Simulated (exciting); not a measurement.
Two BSE runs for the Si L₂,₃ edge of SiO2, space group P3_221. Run A: exciting, all-electron LAPW+lo, PBEsol, exchange and screened direct term (singlet BSE), 3×3×2 shifted k points, 38 conduction bands, |G+q| up to 3 bohr⁻¹ (2.5 in the exchange term), full RPA screening with nempty = 70, Lorentzian half width 0.45 eV. Run B differs in one setting: k mesh, kernel cutoff, basis, band set, screening or width.

Energy from the Kohn–Sham onset, core level to the lowest empty state found on the meshes used; one zero for both, scaled to A's maximum:

| E (eV) | A | B |
| --- | --- | --- |
| -8.0 | 0.01 | 0.00 |
| -7.5 | 0.02 | 0.00 |
| -7.0 | 0.02 | 0.00 |
| -6.5 | 0.02 | 0.01 |
| -6.0 | 0.03 | 0.01 |
| -5.5 | 0.03 | 0.01 |
| -5.0 | 0.04 | 0.01 |
| -4.5 | 0.05 | 0.01 |
| -4.0 | 0.07 | 0.02 |
| -3.5 | 0.11 | 0.03 |
| -3.0 | 0.18 | 0.05 |
| -2.5 | 0.39 | 0.13 |
| -2.0 | 0.90 | 2.06 |
| -1.5 | 0.89 | 0.59 |
| -1.0 | 0.84 | 0.43 |
| -0.5 | 1.00 | 1.51 |
| 0.0 | 0.91 | 1.11 |
| 0.5 | 0.67 | 0.64 |
| 1.0 | 0.48 | 0.45 |
| 1.5 | 0.38 | 0.28 |
| 2.0 | 0.39 | 0.32 |
| 2.5 | 0.43 | 0.40 |
| 3.0 | 0.45 | 0.46 |
| 3.5 | 0.46 | 0.43 |
| 4.0 | 0.49 | 0.47 |
| 4.5 | 0.52 | 0.45 |
| 5.0 | 0.60 | 0.60 |
| 5.5 | 0.75 | 0.89 |
| 6.0 | 0.84 | 0.91 |
| 6.5 | 0.78 | 0.89 |
| 7.0 | 0.62 | 0.64 |
| 7.5 | 0.51 | 0.50 |
| 8.0 | 0.44 | 0.45 |
| 8.5 | 0.40 | 0.40 |
| 9.0 | 0.38 | 0.34 |
| 9.5 | 0.39 | 0.43 |
| 10.0 | 0.38 | 0.39 |
| 10.5 | 0.35 | 0.33 |
| 11.0 | 0.34 | 0.39 |
| 11.5 | 0.32 | 0.28 |
| 12.0 | 0.31 | 0.31 |
| 12.5 | 0.31 | 0.25 |
| 13.0 | 0.34 | 0.33 |
| 13.5 | 0.36 | 0.40 |
| 14.0 | 0.35 | 0.37 |
| 14.5 | 0.33 | 0.30 |
| 15.0 | 0.34 | 0.34 |
| 15.5 | 0.36 | 0.40 |
| 16.0 | 0.36 | 0.40 |
| 16.5 | 0.33 | 0.35 |
| 17.0 | 0.31 | 0.31 |

Q: Which is the likeliest?

The half width (eV) from 0.45 to 0.11. The spectrum differs from run A by 40 % r.m.s. The highest maximum lies at -1.9 eV (2.92), against -0.5 eV (1.00). Only the width of each line changes; the area stays. A table step wider than the lines misses their tops. Other settings could leave a like mark; this is the change that was made.

[Hosts, paths, dates, database ids (printed as entryN), source tags and the programs' standing remarks are cut or masked in the printed files.]
